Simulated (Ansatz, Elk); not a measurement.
# Bonding as seen by X-rays: SnMo

The structure of SnMo used here is made up (a known structure type with other elements) and was relaxed beforehand with PBEsol. The aim is the Fourier transform of its all-electron density, F(hkl), set beside the sum over free spherical atoms that refinements use.

Method: DFT, PBE, all-electron APW+lo, Dirac cores, scalar-relativistic bands, static density, no spin, in Elk 11.2.3 (patched build).

The structure was built from a prototype and need not be the compound's stable phase.

## 1. The starting structure

Symmetry: Pmma, No. 51, orthorhombic system. Conventional cell: a = 4.651 Å, b = 3.297 Å, c = 4.626 Å, α = 90.00°, β = 90.00°, γ = 90.00°. Nearest to Sn lie 8 Mo at 2.80 to 2.88 Å. Nearest to Mo lie 8 Sn at 2.80 to 2.88 Å and 2 Mo at 3.09 Å. Farther neighbours are not listed.

Coordinates:

```cif
data_structure
_symmetry_space_group_name_H-M 'P 1'
_symmetry_Int_Tables_number 1
_cell_length_a 4.6514
_cell_length_b 3.2974
_cell_length_c 4.6261
_cell_angle_alpha 90.000
_cell_angle_beta 90.000
_cell_angle_gamma 90.000
_cell_volume 70.95
loop_
_atom_site_label
_atom_site_type_symbol
_atom_site_fract_x
_atom_site_fract_y
_atom_site_fract_z
_atom_site_occupancy
Sn1 Sn 0.75000 0.50000 0.26967 1
Sn2 Sn 0.25000 0.50000 0.73033 1
Mo3 Mo 0.75000 0.00000 0.77940 1
Mo4 Mo 0.25000 0.00000 0.22060 1
```

## 2. Ground state and structure factors

An all-electron density is needed, since X-rays see the cores too. Task 0 finds the density and task 195 Fourier-transforms it; tshift is off so that phases refer to the origin typed.

File elk.in:

```
tasks
  0
  195

xctype
  20

spinpol
  .false.

rgkmax
  7.0

gmaxvr
  14.0

lmaxo
  7

lmaxapw
  8

swidth
  0.002

tshift
  .false.

ramdisk
  .false.

hmaxvr
  5.5

maxscl
  120

epspot
  1e-06

sppath
  './'

avec
  8.78981543092 0.00000000000 0.00000000000
  0.00000000000 6.23124021509 -0.00000000000
  0.00000000000 -0.00000000000 8.74199039062

atoms
  2
  'Sn.in'
  2
  0.7500000000 0.5000000000 0.2696694688   0.000000 0.000000 0.000000
  0.2500000000 0.5000000000 0.7303305312   0.000000 0.000000 0.000000
  'Mo.in'
  2
  0.7500000000 -0.0000000000 0.7793990314   0.000000 0.000000 0.000000
  0.2500000000 0.0000000000 0.2206009686   0.000000 0.000000 0.000000

ngridk
  5 7 5
```

On the command line:

```sh
OMP_NUM_THREADS=4 elk
```

Numbers of over 12 decimals in the logs are rounded to 6 here.

The log of the run:

```text
┌─────────────────────────┐
│ Elk code version 11.2.3 │
└─────────────────────────┘

All units are atomic (Hartree, Bohr, etc.)

┌─────────────────────────────────────────────────┐
│ Ground-state run starting from atomic densities │
└─────────────────────────────────────────────────┘

Lattice vectors :
   8.789815431       0.000000000       0.000000000
   0.000000000       6.231240215      -0.000000000
   0.000000000      -0.000000000       8.741990391

Reciprocal lattice vectors :
  0.7148256248      -0.000000000      -0.000000000
  -0.000000000       1.008336236       0.000000000
  -0.000000000       0.000000000      0.7187362404

Unit cell volume      :    478.8115018
Brillouin zone volume :   0.5180539994

Muffin-tin inner radius fraction :   0.1000000000E-01

Nuclei treated as point charges

Species : 1 (Sn)
 parameters loaded from : Sn.in
 name : tin
 nuclear charge    :   -50.00000000
 electronic charge :    50.00000000
 atomic mass :    216395.0922
 muffin-tin radius :    2.600000000
 number of radial points in muffin-tin :   1193
 inner part over the whole radius :   0.9914297220E-02
 number on inner part of muffin-tin    :    850
 approximate nuclear radius :   0.8828114845E-04
 number of mesh points to nuclear radius :    428
 atomic positions (lattice), magnetic fields (Cartesian) :
  1 :  -0.25000000  0.50000000  0.26966947    0.00000000  0.00000000  0.00000000
  2 :   0.25000000  0.50000000 -0.26966947    0.00000000  0.00000000  0.00000000

Species : 2 (Mo)
 parameters loaded from : Mo.in
 name : molybdenum
 nuclear charge    :   -42.00000000
 electronic charge :    42.00000000
 atomic mass :    174887.9214
 muffin-tin radius :    2.600000000
 number of radial points in muffin-tin :   1193
 inner part over the whole radius :   0.9897744308E-02
 number on inner part of muffin-tin    :    848
 approximate nuclear radius :   0.8334154960E-04
 number of mesh points to nuclear radius :    419
 atomic positions (lattice), magnetic fields (Cartesian) :
  1 :  -0.25000000  0.00000000 -0.22060097    0.00000000  0.00000000  0.00000000
  2 :   0.25000000  0.00000000  0.22060097    0.00000000  0.00000000  0.00000000

Total number of atoms per unit cell :    4
Total muffin-tin volume :    294.4887066
 ratio of muffin-tin to unit cell volume :   0.6150410035

Spin treatment :
 spin-unpolarised

Number of Bravais lattice symmetries :    8
Number of crystal symmetries         :    8
Crystal has inversion symmetry
Real symmetric eigensolver will be used

k-point grid :      5     7     5
k-point offset :    0.000000000       0.000000000       0.000000000
k-point set is reduced with full crystal symmetry group
Total number of k-points :       36

Muffin-tin radius times maximum |G+k| :    7.000000000
 using average radius
Maximum |G+k| for APW functions       :    2.692307692
Maximum (1/2)|G+k|²                   :    3.624260355
Maximum |G| for potential and density :    14.00000000
Constant for pseudocharge density :    9
 order of it for each species :   16  16
 order of it for pair densities of each species (exact exchange by exxq0 0: 17) :   10  10
Radial integration step length :    1

G-vector grid sizes :     40    28    40
Number of G-vectors :    22119

Maximum angular momentum used for
 APW functions            :    8
 outer part of muffin-tin :    7
 inner part of muffin-tin :    2

Total nuclear charge    :   -184.0000000
Total core charge       :    116.0000000
Total valence charge    :    68.00000000
Total excess charge     :    0.000000000
Total electronic charge :    184.0000000

Effective Wigner radius, rₛ :   0.8532691566

Number of empty states         :     16
Total number of valence states :     51
Total number of core states    :    116

Third-order local-orbitals added for an l without core states : T
Total number of local-orbitals :     70

Exchange-correlation functional :     20     0     0
 Perdew-Burke-Ernzerhof, Phys. Rev. Lett. 77, 3865 (1996)
 gradient requirement :    1
[...]
Madelung                    :     -24819.723540292
 xc potential                :     -757.31852302023
 exchange                    :     -568.22902445135
 correlation                 :     -9.866611
 electron entropic           :    -0.12429093760405E-02
 total energy                :     -20458.679945716

Density of states at Fermi energy :    91.29466358
 (states/Hartree/unit cell)

Estimated indirect band gap :   0.1829931716E-02
 from k-point 13 to k-point 19
Estimated direct band gap   :   0.4693065887E-02
 at k-point 13

Charges :
 core                        :    116.0000000
 valence                     :    68.00000000
 interstitial                :    6.534551157
 muffin-tins (core leakage)
  species : 1 (Sn)
   atom 1                    :    48.58493732     (  0.7102923941E-04)
   atom 2                    :    48.58493732     (  0.7102923941E-04)
  species : 2 (Mo)
[...]
total in muffin-tins        :    177.4654488
 total calculated charge     :    183.9993194
 total charge                :    184.0000000
 error                       :   0.6805541926E-03

RMS change in Kohn-Sham potential (target) :   0.1425311895     (  0.1000000000E-05)
Absolute change in total energy (target)   :   0.2664026559     (  0.1000000000E-03)

[... loops 3 to 14 left out ...]

┌──────────────────┐
│ Loop number : 15 │
└──────────────────┘

Energies :
 Fermi                       :     0.395022
 sum of occupied eigenvalues :     -12256.884425312
 electron kinetic            :      21407.129653331
 core electron kinetic       :      20740.483828913
 Coulomb                     :     -41285.633605149
 Coulomb potential           :     -32909.075560268
 nuclear-nuclear             :     -2490.0261829433
 electron-nuclear            :     -44753.445243442
 Hartree                     :      5957.8378212363
 Madelung                    :     -24831.095825016
 xc potential                :     -754.93851837523
 exchange                    :     -568.89549653746
 correlation                 :     -9.863012
 electron entropic           :    -0.14631464524049E-02
 total energy                :     -20457.263923735

Density of states at Fermi energy :    105.7680109
 (states/Hartree/unit cell)

Estimated indirect band gap :   0.8325149976E-03
 from k-point 4 to k-point 21
Estimated direct band gap   :   0.5065965118E-02
 at k-point 6

Charges :
 core                        :    116.0000000
 valence                     :    68.00000000
 interstitial                :    6.052643744
 muffin-tins (core leakage)
  species : 1 (Sn)
[...]
species : 2 (Mo)
[...]
total in muffin-tins        :    177.9473563
 total calculated charge     :    183.9993273
 total charge                :    184.0000000
 error                       :   0.6727255721E-03

RMS change in Kohn-Sham potential (target) :   0.8735076093E-07 (  0.1000000000E-05)
Absolute change in total energy (target)   :   0.1839192191E-04 (  0.1000000000E-03)

Convergence targets achieved

┌──────────────────┐
│ Loop number : 16 │
└──────────────────┘

Energies :
 Fermi                       :     0.395022
 sum of occupied eigenvalues :     -12256.884427774
 electron kinetic            :      21407.129649381
 core electron kinetic       :      20740.483826520
 Coulomb                     :     -41285.633602461
 Coulomb potential           :     -32909.075560265
 nuclear-nuclear             :     -2490.0261829433
 electron-nuclear            :     -44753.445238388
 Hartree                     :      5957.8378188701
 Madelung                    :     -24831.095822329
 xc potential                :     -754.93851688994
 exchange                    :     -568.89549638485
 correlation                 :     -9.863012
 electron entropic           :    -0.14631465764816E-02
 total energy                :     -20457.263924829

Density of states at Fermi energy :    105.7680207
 (states/Hartree/unit cell)

Estimated indirect band gap :   0.8325150956E-03
 from k-point 4 to k-point 21
Estimated direct band gap   :   0.5065967253E-02
 at k-point 6

Charges :
 core                        :    116.0000000
 valence                     :    68.00000000
 interstitial                :    6.052643420
 muffin-tins (core leakage)
  species : 1 (Sn)
[...]
atom 2                    :    48.43540352     (  0.6777026653E-04)
  species : 2 (Mo)
   atom 1                    :    40.53827477     ( -0.2149849720E-07)
   atom 2                    :    40.53827477     ( -0.2149849720E-07)
 total in muffin-tins        :    177.9473566
 total calculated charge     :    183.9993273
 total charge                :    184.0000000
 error                       :   0.6727256036E-03

┌──────────────────────────────┐
│ Self-consistent loop stopped │
└──────────────────────────────┘

Wrote STATE.OUT
```

Wall time 26 s (4 threads of Arm Neoverse V2, shared host); peak memory 0.16 GiB; 80 s of CPU time.

SFACRHO.OUT:

```text

h k l indices transformed by vhmat matrix:
   1.000000000       0.000000000       0.000000000    
   0.000000000       1.000000000       0.000000000    
   0.000000000       0.000000000       1.000000000    

      h      k      l  multipl.   |H|            Re(F)            Im(F)           |F|

      0      0      0      1   0.0000000       184.00000     -0.57908970E-17   184.00000    
      1      0      0      2  0.71482562     -0.25583065E-13  -0.0000000      0.25583065E-13
      0      0      1      2  0.71873624       2.7834233     -0.66448444E-14   2.7834233    
      0      1      0      2   1.0083362      -15.028381      0.10574065E-13   15.028381    
     -1      0     -1      2   1.0136851       15.570170     -0.31563011E-13   15.570170    
      1      0     -1      2   1.0136851      -15.570170      0.22426350E-13   15.570170    
      1     -1      0      4   1.2360088     -0.66416543E-14  -0.0000000      0.66416543E-14
      0      1      1      4   1.2382745       22.548527     -0.13289689E-13   22.548527    
     -2      0      0      2   1.4296512      -143.04012     -0.14547340E-16   143.04012    
     -1     -1      1      4   1.4297900       141.32284      0.13289689E-13   141.32284    
     -1      1     -1      4   1.4297900      -141.32284     -0.16612111E-14   141.32284    
      0      0     -2      2   1.4374725      -136.04035     -0.39869067E-13   136.04035    
      2      0      1      2   1.6001514      -1.9577557      -0.0000000       1.9577557    
      2      0     -1      2   1.6001514      -1.9577557     -0.66448444E-14   1.9577557    
     -1      0      2      2   1.6053980       40.795477     -0.99672666E-14   40.795477    
      1      0      2      2   1.6053980      -40.795477      0.99672666E-14   40.795477    
     -2     -1      0      4   1.7494698       13.592287      0.17354846E-13   13.592287    
      0     -1     -2      4   1.7558671       15.386158     -0.33224222E-13   15.386158
```

Elk indexes on the primitive cell of elk.in and gives |H| = 4π sin θ/λ in inverse bohr. Below, one row stands for each form hkl of the conventional cell (m members, Friedel mates merged), F is for one primitive cell and the density is static (no thermal factor). Free-atom factors are Waasmaier and Kirfel's, and R is Σm||F|−|F'||/Σm|F|.

| hkl | m | sin θ/λ (Å⁻¹) | abs F, DFT | neutral atoms | diff. |
| --- | --- | --- | --- | --- | --- |
| 100 | 2 | 0.107 | 0.000 | 0.000 | +0.000 |
| 001 | 2 | 0.108 | 2.783 | 2.735 | +0.049 |
| 010 | 2 | 0.152 | 15.028 | 14.840 | +0.188 |
| 101 | 4 | 0.152 | 15.570 | 15.389 | +0.181 |
| 110 | 4 | 0.186 | 0.000 | 0.000 | +0.000 |
| 011 | 4 | 0.186 | 22.549 | 22.592 | -0.043 |
| 200 | 2 | 0.215 | 143.040 | 143.690 | -0.650 |
| 111 | 8 | 0.215 | 141.323 | 141.981 | -0.658 |
| 002 | 2 | 0.216 | 136.040 | 136.678 | -0.638 |
| 201 | 4 | 0.241 | 1.958 | 2.076 | -0.118 |
| 102 | 4 | 0.241 | 40.795 | 41.026 | -0.230 |
| 210 | 4 | 0.263 | 13.592 | 13.338 | +0.254 |
| 012 | 4 | 0.264 | 15.386 | 15.146 | +0.241 |
| 211 | 8 | 0.284 | 19.380 | 19.467 | -0.087 |
| 112 | 8 | 0.285 | 3.541 | 3.589 | -0.048 |
| 020 | 2 | 0.303 | 125.625 | 125.792 | -0.167 |
| 202 | 4 | 0.305 | 119.455 | 119.584 | -0.129 |
| 120 | 4 | 0.322 | 0.000 | 0.000 | +0.000 |
| 021 | 4 | 0.322 | 1.801 | 1.794 | +0.007 |
| 300 | 2 | 0.323 | 0.000 | 0.000 | +0.000 |
| 003 | 2 | 0.324 | 4.530 | 4.507 | +0.023 |
| 121 | 8 | 0.339 | 12.358 | 12.479 | -0.121 |

## 3. The highest occupied states alone

An energy window below the Fermi level keeps the highest occupied states, to see at which angles they scatter; shallow core shells can lie inside it and anion s states outside. No new self-consistency is needed.

Edit elk.in of step 2 so:

```diff
@@ -1,3 +1,2 @@
 tasks
-  0
   195
@@ -40,2 +39,5 @@
 
+wsfac
+  -0.045970 0.695020
+
 sppath
```

On the command line:

```sh
OMP_NUM_THREADS=4 elk
```

The log of the run:

```text
┌─────────────────────────────────┐
│ Elk code version 11.2.3 started │
└─────────────────────────────────┘

Info(readinput): the functional depends on the density's gradient
 muffin-tin radial points multiplied by    2.00000
 (not where nrmtscf is given)

┌────────────────────┐
│ Current task : 195 │
└────────────────────┘

Info(sfacrho): density structure factors written to SFACRHO.OUT

 Energy window :  -0.4597000000E-01  0.6950200000

┌──────────────────┐
│ Elk code stopped │
└──────────────────┘
```

It took 7 s on 4 threads; peak memory 0.16 GiB; 9.5 s of CPU time.

States within 12 eV below the Fermi level hold 20.00 electrons; any levels below the window count with the cores. Their amplitudes can exceed the total, where window and core parts have opposite phase:

| hkl | sin θ/λ (Å⁻¹) | abs F, window | abs F, all |
| --- | --- | --- | --- |
| 100 | 0.107 | 0.000 | 0.000 |
| 001 | 0.108 | 0.942 | 2.783 |
| 010 | 0.152 | 2.928 | 15.028 |
| 101 | 0.152 | 2.854 | 15.570 |
| 110 | 0.186 | 0.000 | 0.000 |
| 011 | 0.186 | 0.681 | 22.549 |
| 200 | 0.215 | 2.107 | 143.040 |
| 111 | 0.215 | 2.054 | 141.323 |
| 002 | 0.216 | 1.899 | 136.040 |
| 201 | 0.241 | 0.214 | 1.958 |

(Part 1 of 2 ends here.)

[Logs are printed without paths, hosts, clocks, repeated set-up lines and the standing remarks that a program may print on its own settings, such as how far it seeks lower states.]

[Hosts, paths, dates, database ids (printed as entryN), source tags and the programs' standing remarks are cut or masked in the printed files.]
